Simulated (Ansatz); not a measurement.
# Work function of Zn(0001): what the settings cost and change

Aim: the numerical settings behind the work function of Zn(0001), with the cost of each.

Method: plane-wave DFT, PBE, Ansatz PAW, in Ansatz 0.2.0.

## (1) The starting structure

The cell holds 7 atoms: 7 Zn. Cell: a = 2.660 Å, b = 2.660 Å, c = 32.811 Å, α = 90.0°, β = 90.0°, γ = 60.0°. Vacuum lies along c.

## (2) Run, setting cutoff 200 eV

A work function rests on the faint tail of the density, so the SCF threshold is tight. The cutoff is raised first; then mesh and smearing are varied at the default cutoff.

input.yaml reads:

```yaml
crystal:
  lattice:
    - [2.66, 0.0, 0.0]
    - [1.33, 2.3036275741, 0.0]
    - [0.0, 0.0, 32.81088]
  atoms:
    - { symbol: Zn, position: [0.0, 0.0, 0.2742992568] }
    - { symbol: Zn, position: [0.6666666667, 0.6666666667, 0.3495328379] }
    - { symbol: Zn, position: [0.0, 0.0, 0.4247664189] }
    - { symbol: Zn, position: [0.6666666667, 0.6666666667, 0.5] }
    - { symbol: Zn, position: [0.0, 0.0, 0.5752335811] }
    - { symbol: Zn, position: [0.6666666667, 0.6666666667, 0.6504671621] }
    - { symbol: Zn, position: [0.0, 0.0, 0.7257007432] }
kpoints:
  mp_grid: { grid: [18, 18, 1] }
hamiltonian:
  xc: pbe
scf:
  occupations: { method: fermi_dirac, width: 0.1 }
  convergence: { dr2_threshold: 1.0e-09 }
efield:
  axis: 3
  dipole_correction: true
  ramp_position: 0.97
  ramp_width: 0.06
basis:
  ecutwfc: "200 eV"
output:
  write_potential: true
  write_density: true
  volumetric_format: npy
  elf: true
```

Launch:

```console
> ansatz run input.yaml --threads 4 --pin off --max-ram 6144MiB --backend cpu --events-out ev --progress --plain --runs-dir out
```

Standard output:

```text
Warning: basis.ecutwfc = 200 eV is below the records' recommended 420 eV, and the density's cutoff is lower with it unless basis.ecutrho_ratio is high enough to keep the records' density cutoff: compare with a run at a higher cutoff
Warning: basis.ecutrho_ratio 4 (ecutrho = 800 eV, dense FFT grid 15×15×160): the grid does not resolve the core-correction charge of Zn (measure 0.09 e/Å^2.5); warned from 0.08. The energy and each atom's force then go with where the atoms sit on the grid: [figures from the program's tests cut] If this deck is also warned that a cutoff or its ratio is below what is recommended, mend that before anything below. First try basis.xc_grid, which is 1 on this run (the dense grid itself), where it is not refused (2, then 3). Above 1 the core-correction charge is laid on the exchange–correlation grid, and this warning is never given, whether or not the level is enough: [rest of the remark cut]
Engine: ansatz 0.2.0, aarch64-unknown-linux-gnu
Pseudopotentials: kind: paw
Pseudopotential: Zn, paw, valence charge 12, recommended cutoff 420 eV (normal), Zn.paw.azcp
Functional definition: PBE
  parameter kappa = 0.804
  parameter beta = 0.066725
  exchange = pbe_x(kappa = kappa, mu = beta*pi^2/3)
  correlation = pbe_c(beta = beta)
Crystal: 7 atoms, lattice volume = 201.054 Å³
Basis set: ecut = 200 eV, 1221 PW (Γ)
Bands: 51, of which v1, the nominal top of the filled ones, is band 42 counted from 1 (41 counted from 0)
Symmetry: 6 space group operations
k-points: 37 of 324 (time reversal used)
Non-local potential: Zn, projectors of the file, l = 0: 2, l = 1: 2, l = 2: 3, l = 3: 1
PAW form: soft (Blöchl's): semilocal exchange-correlation on the pseudo side does not see the compensation charge
PAW one-centre angular grid: Zn, 590 points (default); XC on 64 Gauss nodes
Initial density: superposition of atomic densities (neutral atoms: chi_scale 0, normalization atom), corrected by the library's trained network
Initial wavefunctions: pseudopotential atomic-orbital guess
Functional: x = pbe(κ = 0.804, μ = 0.219515), c = pbe(β = 0.066725)
SCF iter   1: F=—  HF=-23197.013494 eV  |F-HF|=—  |Δ(HF+E_count)|=         —  Δρ=7.41e-2  dr2=5.13e0  ethr=1.77e-3  p=0.000 e·Å  D=4.98e-14 V/Å  ΔV_dip=-0.00 eV  dr2_dipole=2.98e-11  V_vac-E_F(+/−)=3.92/3.93 eV  ⟨swp⟩=14.1  Hψ=12080  notcnv=0  defer=24
efield: sawtooth ramp at fractional position 0.9700 (set: `efield.ramp_position`, or a place that a band, a saddle search or an elastic batch's reference lends), width 0.0600; the density the first Hamiltonian is built on has a dipole p = 0.000 e·Å; the dipole correction subtracts the counter field D = 4.98e-14 V/Å, which shifts the + side's vacuum level by -0.00 eV against the − side's; the planar-averaged density in the ramp window peaks in size at 4.2e-4 e/Å³
preconditioner: auto → LDOS  [metal: Δε(μ)=0.104 eV  Ē_g=10.321 eV  σ=0.100 eV  W_gap=0.25  n_scr=24 (ndim 8)  ℏωp=24.0 eV  f_vac=0.439  D(μ)=1.21/eV (n_scr^D=10)  β→1.0]
SCF iter   2: F=—  HF=-23199.269936 eV  |F-HF|=—  |Δ(HF+E_count)|=    2.26e0  Δρ=1.39e-1  dr2=2.19e1  ethr=1.77e-3  p=-0.000 e·Å  D=-1.18e-7 V/Å  ΔV_dip=0.00 eV  dr2_dipole=1.23e-8  V_vac-E_F(+/−)=5.36/5.36 eV  ⟨swp⟩=3.2  Hψ=5890  notcnv=0  defer=37
SCF iter   3: F=—  HF=-23186.545037 eV  |F-HF|=—  |Δ(HF+E_count)|=    1.27e1  Δρ=1.48e-2  dr2=2.83e-1  ethr=1.77e-3  p=-0.000 e·Å  D=-3.13e-8 V/Å  ΔV_dip=0.00 eV  dr2_dipole=2.68e-10  V_vac-E_F(+/−)=4.47/4.48 eV  ⟨swp⟩=3.0  Hψ=5261  notcnv=0  defer=37
SCF iter   4: F=—  HF=-23186.505998 eV  |F-HF|=—  |Δ(HF+E_count)|=   3.90e-2  Δρ=6.03e-3  dr2=4.50e-2  ethr=3.37e-4  p=0.000 e·Å  D=6.24e-6 V/Å  ΔV_dip=-0.00 eV  dr2_dipole=1.98e-8  V_vac-E_F(+/−)=4.39/4.40 eV  ⟨swp⟩=2.0  Hψ=4025  notcnv=0  defer=38
SCF iter   5: F=—  HF=-23186.491463 eV  |F-HF|=—  |Δ(HF+E_count)|=   1.45e-2  Δρ=2.27e-3  dr2=6.00e-3  ethr=5.36e-5  p=0.000 e·Å  D=1.06e-6 V/Å  ΔV_dip=-0.00 eV  dr2_dipole=1.19e-11  V_vac-E_F(+/−)=4.40/4.40 eV  ⟨swp⟩=2.5  Hψ=3807  notcnv=0  defer=38
SCF iter   6: F=—  HF=-23186.489195 eV  |F-HF|=—  |Δ(HF+E_count)|=   2.27e-3  Δρ=1.67e-4  dr2=3.26e-5  ethr=7.14e-6  p=0.000 e·Å  D=6.20e-7 V/Å  ΔV_dip=-0.00 eV  dr2_dipole=4.36e-14  V_vac-E_F(+/−)=4.43/4.43 eV  ⟨swp⟩=2.0  Hψ=3116  notcnv=0  defer=38
SCF iter   7: F=—  HF=-23186.489182 eV  |F-HF|=—  |Δ(HF+E_count)|=   1.32e-5  Δρ=5.80e-5  dr2=5.87e-6  ethr=3.88e-8  p=0.000 e·Å  D=8.88e-8 V/Å  ΔV_dip=-0.00 eV  dr2_dipole=6.81e-13  V_vac-E_F(+/−)=4.43/4.43 eV  ⟨swp⟩=3.2  Hψ=4969  notcnv=0  defer=38
SCF iter   8: F=—  HF=-23186.489180 eV  |F-HF|=—  |Δ(HF+E_count)|=   1.83e-6  Δρ=1.70e-5  dr2=4.28e-7  ethr=6.99e-9  p=0.000 e·Å  D=5.22e-8 V/Å  ΔV_dip=-0.00 eV  dr2_dipole=2.06e-14  V_vac-E_F(+/−)=4.43/4.43 eV  ⟨swp⟩=2.8  Hψ=3559  notcnv=0  defer=38
SCF iter   9: F=—  HF=-23186.489180 eV  |F-HF|=—  |Δ(HF+E_count)|=   1.21e-7  Δρ=2.18e-6  dr2=8.96e-9  ethr=5.09e-10  p=0.000 e·Å  D=3.69e-9 V/Å  ΔV_dip=-0.00 eV  dr2_dipole=1.90e-13  V_vac-E_F(+/−)=4.43/4.43 eV  ⟨swp⟩=2.1  Hψ=3149  notcnv=0  defer=38
SCF iter  10: F=-23186.489180 eV  HF=-23186.489180 eV  |F-HF|=2.98e-10  |Δ(HF+E_count)|=   2.98e-9  Δρ=5.88e-7  dr2=4.13e-10  ethr=1.19e-12  p=0.000 e·Å  D=1.05e-8 V/Å  ΔV_dip=-0.00 eV  dr2_dipole=7.07e-14  V_vac-E_F(+/−)=4.43/4.43 eV  ⟨swp⟩=10.2  Hψ=6946  notcnv=0
WARN: efield: at this solve's end the planar-averaged density reaches 4.66e-4 e/Å³ inside the ramp window [0.9395, 0.0605] (bound 1e-5 e/Å³), and -3.52e-4 e/Å³ on another of its planes; by the running means of the window's planes the mean density over a ramp is at most 1.12e-4 e/Å³, which is held to the bound (the quickstart, § The vacuum guard, A window that rings); the window's nearer edge stands 7.02 Å from this solve's nearest atom along the axis. Its work functions, free energy, forces, stress, dipole, levels and responses can be off, and this figure does not tell by how much. The cell may have no vacuum along `efield.axis`. [rest of the remark cut]
SCF 1 converged in 10 iterations: F = -23186.489180 eV  dr2 = 4.13e-10
  greatest PAW one-centre occupation: 0.992 electrons in one spin orbital (limit 2), on the Zn atom at site 6 (counted from 0), in its partial waves of l = 2
WARN: The output density's exchange-correlation potential varies sharply where the density is thin. Do not read a vacuum level from v_tot or v_xc, or from such a field of the output density. On a cell that repeats whose density bears no net charge and no dipole along the vacuum's axis use v_es (v_loc + v_h of the components); under efield.dipole_correction with no amplitude use v_es + v_field, which holds any externa [...]
SCF converged after 10 iterations
Free energy (F): -23186.489180 eV
Harris-Foulkes:  -23186.489180 eV  (|F-HF|=2.98e-10)
Internal energy: -23186.441268 eV  (E = F + TS)
E sigma→0 (E₀):  -23186.465224 eV
Entropy (-TS):   -0.047912 eV (-6.845 meV/atom)
Fermi energy:    3.670336 eV
Dipole field:    D = -0.000000 V/Å  (p = -0.000000 e·Å, saw-weighted, corrected)
Work function:   Φ+ = 4.4301 eV (in doubt: plateau slope 2.3e-2 eV/Å)   Φ− = 4.4339 eV (in doubt: plateau slope 2.0e-2 eV/Å)
Levels:          The Fermi level and band energies are counted from a zero that moves with the ramp; work functions are not
Vacuum region:   at the solve's end the planar-averaged density reaches 4.66e-4 e/Å³ inside the ramp window [0.9395, 0.0605] (bound 1e-5 e/Å³), and -3.52e-4 e/Å³ on another of its planes; by the running means of the window's planes the mean density over a ramp is at most 1.12e-4 e/Å³, which is held to the bound (the quickstart, § The vacuum guard, A window that rings)
--- Per-component energies (eV) ---
  E_band       = -449.490020
  E_kinetic    = 988.499269
  E_local      = -140765.513749  (includes V_loc(G=0)·N_el)
  E_nonlocal   = 4492.139684
  E_hartree    = 69232.118864
  E_xc         = -966.004822
  E_vxc        = -370.390519  (∫ρ·V_xc dr)
  E_paw        = -12996.224830  (= ΣΔE_a)
  E_vpaw       = -3258.385577  (= ΣTr[D̂ρ^β])
  E_aug_tail   = -0.074152  (compensation charges beyond the density's cutoff)
  E_efield     = 0.000000  (sawtooth field / dipole correction)
  E_vefield    = 0.000000  (∫n·V_field dr)
  E_ewald      = 56828.618467
  E_smearing   = -0.047912  (= −TS)
  E_closure    = 0.000000  (closes the sum)
  Σ components = -23186.489180   (vs F -23186.489180, Δ=0.00e0)
--- Band table (eV; the first three rows and the last of 37) ---
  k-point 0: bands = [... 38 lower, -4.4642, -3.3991, -2.1137, -0.6282, 0.9549, 2.7725, 4.6612, 6.3804, ... 5 higher]
  k-point 1: bands = [... 38 lower, -4.3677, -3.2991, -2.0256, -0.5499, 1.0685, 2.8766, 4.7659, 6.4742, ... 5 higher]
  k-point 2: bands = [... 38 lower, -4.0807, -3.0179, -1.7606, -0.3200, 1.4003, 3.1583, 5.0310, 6.7300, ... 5 higher]
  k-point 36: bands = [... 38 lower, 4.0375, 4.0989, 4.3103, 4.4220, 4.7754, 4.9037, 5.0364, 5.6656, ... 5 higher]
```

It took 16 s on 4 threads of Arm Neoverse N1, shared host; peak memory 0.42 GiB.

In the SCF lines HF is the Harris–Foulkes energy and dr2 the Hartree energy of the density residual, in eV; the loop may stop once dr2 is under the threshold and the program's other checks hold. Hψ counts applications of the Hamiltonian.

Read from the output:

| Quantity | Value |
| --- | --- |
| energy at zero smearing | -23186.4652 eV |
| work function, upper face | 4.430 eV |

Running mean over 2.468 Å of the planar mean; the ramp of the sawtooth is left out. The electron's electrostatic potential energy less the Fermi level by z:

z (Å), electron's electrostatic potential energy less the Fermi level (eV) and a bar from the least value:
```
        4       4.35 ##############################
        5       4.29 ##############################
        6       4.14 #############################
        7       3.13 ###########################
        8      -2.82 ##########
        9      -6.04 #
       10      -6.26 
       11      -6.31 
       12      -6.32 
       13      -6.35 
       14      -6.36 
       15      -6.36 
       16      -6.35 
       17      -6.35 
       18      -6.36 
       19      -6.36 
       20      -6.35 
       21      -6.31 
       22      -6.30 
       23      -6.24 
       24      -5.89 #
       25      -1.47 ##############
       26       3.53 ############################
       27       4.18 ##############################
       28       4.30 ##############################
       29       4.36 ##############################
```

Valence density in the ca plane at fractional y = 0.000, with atoms of Zn within 0.2 Å of it. It is the smooth field of the valence electrons, not physical close to the nuclei.

Ten steps, logarithmic in the rise over the least value, from '0' (0 e/Å³) to '9' (33 e/Å³), each cell a mean:
```
12687310011100147852100110012587410000000000
01343210011101124431001111001344200000000000
01121100112110011211001221101121100000000000
01111100122210011110011221100011000000000000
00111100122110011110011221100111100000000000
01232100111110012321001111001232100000000000
12575210011100136742000111001476310000000000
13798310011100148962101111012698410000000000
```
Columns run along c (16.0 Å, from fractional 0.39 to 0.88 of the cell), rows up along a (2.7 Å). Atoms in or near the plane, at fractional coordinates: Zn at (0.42, 0.00), Zn at (0.58, 0.00), Zn at (0.73, 0.00).

ELF in the ca plane at fractional y = 0.000, with atoms of Zn within 0.2 Å of it. It is the smooth field of the valence electrons, not physical close to the nuclei.

Values, 5 rows by 16 columns, each cell a mean:
```
0.14 0.05 0.21 0.33 0.31 0.13 0.06 0.22 0.32 0.30 0.11 0.07 0.15 0.01 0.00 0.00
0.21 0.18 0.21 0.18 0.18 0.20 0.18 0.22 0.18 0.19 0.18 0.19 0.18 0.01 0.00 0.00
0.29 0.26 0.24 0.19 0.17 0.29 0.26 0.23 0.19 0.17 0.29 0.32 0.20 0.01 0.00 0.00
0.19 0.15 0.21 0.18 0.21 0.18 0.15 0.22 0.17 0.22 0.16 0.16 0.17 0.01 0.00 0.00
0.12 0.03 0.20 0.45 0.36 0.11 0.03 0.22 0.46 0.34 0.10 0.05 0.15 0.01 0.00 0.00
```
Columns run along c (16.0 Å, from fractional 0.39 to 0.88 of the cell), rows up along a (2.7 Å). Atoms in or near the plane, at fractional coordinates: Zn at (0.42, 0.00), Zn at (0.58, 0.00), Zn at (0.73, 0.00).

Electrostatic potential energy in the ca plane at fractional y = 0.000, with atoms of Zn within 0.2 Å of it. With pseudopotentials it is smooth inside the atoms' cores, unlike the true potential.

Ten even steps from '0' (-37 eV) to '9' (8 eV), each cell a mean:
```
85100379998999730015899999985100379999999999
87323689888899852247898888997422589999999999
98767899866789987678987667898767899999999999
99888999854589998889987447899888999999999999
99888899865689988889987557899888899999999999
98544789877889874468998778998644789999999999
85201489988899841026899889986201479999999999
84000379999999720005899999985100279999999999
```
Columns run along c (16.0 Å, from fractional 0.39 to 0.88 of the cell; values clipped at the 3rd and 97th percentile), rows up along a (2.7 Å). Atoms in or near the plane, at fractional coordinates: Zn at (0.42, 0.00), Zn at (0.58, 0.00), Zn at (0.73, 0.00).

The work function is 4.430 eV. The program marks this work function as in doubt.

## (3) Run

Edit input.yaml of step 2 so:

```diff
@@ -26,3 +26,3 @@
 basis:
-  ecutwfc: "200 eV"
+  ecutwfc: "300 eV"
 output:
@@ -31,2 +31 @@
   volumetric_format: npy
-  elf: true
```

Standard output:

```text
[...]
Crystal: 7 atoms, lattice volume = 201.054 Å³
Basis set: ecut = 300 eV, 2385 PW (Γ)
Bands: 51, of which v1, the nominal top of the filled ones, is band 42 counted from 1 (41 counted from 0)
Symmetry: 6 space group operations
k-points: 37 of 324 (time reversal used)
[...]
k-point 1: bands = [... 38 lower, -3.1595, -2.7478, -1.6273, -0.1371, 1.1645, 3.0767, 4.9577, 6.6907, ... 5 higher]
  k-point 2: bands = [... 38 lower, -3.1121, -2.4794, -1.3621, 0.0761, 1.5240, 3.3562, 5.2208, 6.9450, ... 5 higher]
  k-point 36: bands = [... 38 lower, 4.2996, 4.3565, 4.5721, 4.6520, 5.0450, 5.1698, 5.2668, 5.9218, ... 5 higher]
[key lines of the parts left out:]
SCF converged after 10 iterations
Free energy (F): -23232.220307 eV
Fermi energy:    3.876251 eV
Dipole field:    D = -0.000000 V/Å  (p = -0.000000 e·Å, saw-weighted, corrected)
Work function:   Φ+ = 4.1403 eV   Φ− = 4.1404 eV
```

Run time: 25 s. Hardware: 4 threads; peak memory 0.54 GiB; 80 s of CPU time.

The work function is 4.140 eV, -0.290 eV from the run “cutoff 200 eV”, at 1.7 times its CPU time.

## (4) Slab

Edit input.yaml of step 3 so:

```diff
@@ -26,3 +26,3 @@
 basis:
-  ecutwfc: "300 eV"
+  ecutwfc: "420 eV"
 output:
```

Standard output:

```text
[...]
Crystal: 7 atoms, lattice volume = 201.054 Å³
Basis set: ecut = 420 eV, 3991 PW (Γ)
Bands: 51, of which v1, the nominal top of the filled ones, is band 42 counted from 1 (41 counted from 0)
Symmetry: 6 space group operations
k-points: 37 of 324 (time reversal used)
[...]
k-point 1: bands = [... 38 lower, -3.0194, -2.6864, -1.5952, -0.1121, 1.1689, 3.0834, 4.9631, 6.6979, ... 5 higher]
  k-point 2: bands = [... 38 lower, -2.9969, -2.4198, -1.3304, 0.0990, 1.5298, 3.3627, 5.2260, 6.9516, ... 5 higher]
  k-point 36: bands = [... 38 lower, 4.2961, 4.3522, 4.5712, 4.6466, 5.0392, 5.1652, 5.2598, 5.9131, ... 5 higher]
[key lines of the parts left out:]
SCF converged after 9 iterations
Free energy (F): -23232.997867 eV
Fermi energy:    3.879860 eV
Dipole field:    D = -0.000000 V/Å  (p = -0.000000 e·Å, saw-weighted, corrected)
Work function:   Φ+ = 4.1402 eV   Φ− = 4.1402 eV
```

Wall time 34 s (4 threads); peak memory 0.73 GiB; 1.8 min of CPU time.

The work function is 4.140 eV, -0.290 eV from the run “cutoff 200 eV”, at 2.3 times its CPU time.

## (5) Run

Edit input.yaml of step 4 so:

```diff
@@ -26,3 +26,3 @@
 basis:
-  ecutwfc: "420 eV"
+  ecutwfc: "600 eV"
 output:
```

Standard output:

```text
[...]
Crystal: 7 atoms, lattice volume = 201.054 Å³
Basis set: ecut = 600 eV, 6719 PW (Γ)
Bands: 51, of which v1, the nominal top of the filled ones, is band 42 counted from 1 (41 counted from 0)
Symmetry: 6 space group operations
k-points: 37 of 324 (time reversal used)
[...]
k-point 1: bands = [... 38 lower, -3.0233, -2.6885, -1.5967, -0.1134, 1.1676, 3.0820, 4.9616, 6.6968, ... 5 higher]
  k-point 2: bands = [... 38 lower, -3.0002, -2.4218, -1.3319, 0.0977, 1.5284, 3.3613, 5.2244, 6.9505, ... 5 higher]
  k-point 36: bands = [... 38 lower, 4.2948, 4.3509, 4.5694, 4.6451, 5.0380, 5.1634, 5.2581, 5.9112, ... 5 higher]
[key lines of the parts left out:]
SCF converged after 9 iterations
Free energy (F): -23233.010431 eV
Fermi energy:    3.878397 eV
Dipole field:    D = 0.000000 V/Å  (p = 0.000000 e·Å, saw-weighted, corrected)
Work function:   Φ+ = 4.1404 eV   Φ− = 4.1404 eV
```

Run time: 55 s. Hardware: 4 threads; peak memory 1.1 GiB.

The work function is 4.140 eV, +0.000 eV from the run “cutoff 420 eV”, at 1.7 times its CPU time.

## (6) Run

Edit input.yaml of step 5 so:

```diff
@@ -14,3 +14,3 @@
 kpoints:
-  mp_grid: { grid: [18, 18, 1] }
+  mp_grid: { grid: [3, 3, 1] }
 hamiltonian:
@@ -25,4 +25,2 @@
   ramp_width: 0.06
-basis:
-  ecutwfc: "600 eV"
 output:
```

Standard output:

```text
[...]
Crystal: 7 atoms, lattice volume = 201.054 Å³
Basis set: ecut = 420 eV, 3991 PW (Γ)
Bands: 51, of which v1, the nominal top of the filled ones, is band 42 counted from 1 (41 counted from 0)
Symmetry: 6 space group operations
k-points: 3 of 9 (time reversal used)
[...]
Work function:   Φ+ = 3.1977 eV   Φ− = 3.1977 eV
[...]
--- Band table (eV) ---
  k-point 0: bands = [... 38 lower, -2.8482, -2.7338, -1.5918, -0.1216, 1.0967, 3.0812, 4.9331, 6.6033, ... 5 higher]
  k-point 1: bands = [... 38 lower, -0.8831, 0.1218, 1.3181, 2.6004, 4.9150, 6.2675, 7.7177, 7.7966, ... 5 higher]
  k-point 2: bands = [... 38 lower, 4.4800, 4.5494, 4.7186, 4.8112, 4.9371, 5.1875, 5.2169, 5.9305, ... 5 higher]
[key lines of the parts left out:]
SCF converged after 14 iterations
Free energy (F): -23231.541703 eV
Fermi energy:    4.718066 eV
Dipole field:    D = 0.000001 V/Å  (p = 0.000001 e·Å, saw-weighted, corrected)
```

Run time: 5.7 s. Hardware: 4 threads; peak memory 0.41 GiB; 11 s of CPU time.

The work function is 3.198 eV, -0.943 eV from the run “cutoff 420 eV”, at 0.098 times its CPU time.

## (7) Run

Edit input.yaml of step 6 so:

```diff
@@ -14,3 +14,3 @@
 kpoints:
-  mp_grid: { grid: [3, 3, 1] }
+  mp_grid: { grid: [6, 6, 1] }
 hamiltonian:
```

Standard output:

```text
[...]
Crystal: 7 atoms, lattice volume = 201.054 Å³
Basis set: ecut = 420 eV, 3991 PW (Γ)
Bands: 51, of which v1, the nominal top of the filled ones, is band 42 counted from 1 (41 counted from 0)
Symmetry: 6 space group operations
k-points: 7 of 36 (time reversal used)
[...]
k-point 0: bands = [... 38 lower, -3.0826, -2.9422, -1.8149, -0.3041, 0.9322, 2.8733, 4.7719, 6.5680, ... 5 higher]
  k-point 1: bands = [... 38 lower, -2.9482, -2.1897, -1.0535, 0.3127, 1.9781, 3.7146, 5.5638, 7.3284, ... 5 higher]
  k-point 2: bands = [... 38 lower, -1.0604, -0.0704, 1.1001, 2.2996, 4.6757, 6.1228, 7.2747, 7.5505, ... 5 higher]
  k-point 6: bands = [... 38 lower, 4.1000, 4.1747, 4.3846, 4.4561, 4.8980, 4.9961, 5.1323, 5.7847, ... 5 higher]
[key lines of the parts left out:]
SCF converged after 11 iterations
Free energy (F): -23232.802563 eV
Fermi energy:    3.981202 eV
Dipole field:    D = 0.000001 V/Å  (p = 0.000001 e·Å, saw-weighted, corrected)
Work function:   Φ+ = 4.2184 eV   Φ− = 4.2184 eV
```

Elapsed: 8.9 s, on 4 threads; peak memory 0.49 GiB; 22 s of CPU time.

The work function is 4.218 eV, +0.078 eV from the run “cutoff 420 eV”, at 0.20 times its CPU time.

[end of part 1 of 2]

[Long decimals in the printed logs are rounded to 6 places.]

[Logs are printed without paths, hosts, clocks, repeated set-up lines and the standing remarks that a program may print on its own settings, such as how far it seeks lower states.]

[Hosts, paths, dates, database ids (printed as entryN), source tags and the programs' standing remarks are cut or masked in the printed files.]

[Maps of the electrostatic potential energy from Ansatz leave out the sawtooth potential of an applied field or a dipole correction, so their vacuum need not be flat; planar profiles and work functions include it.]
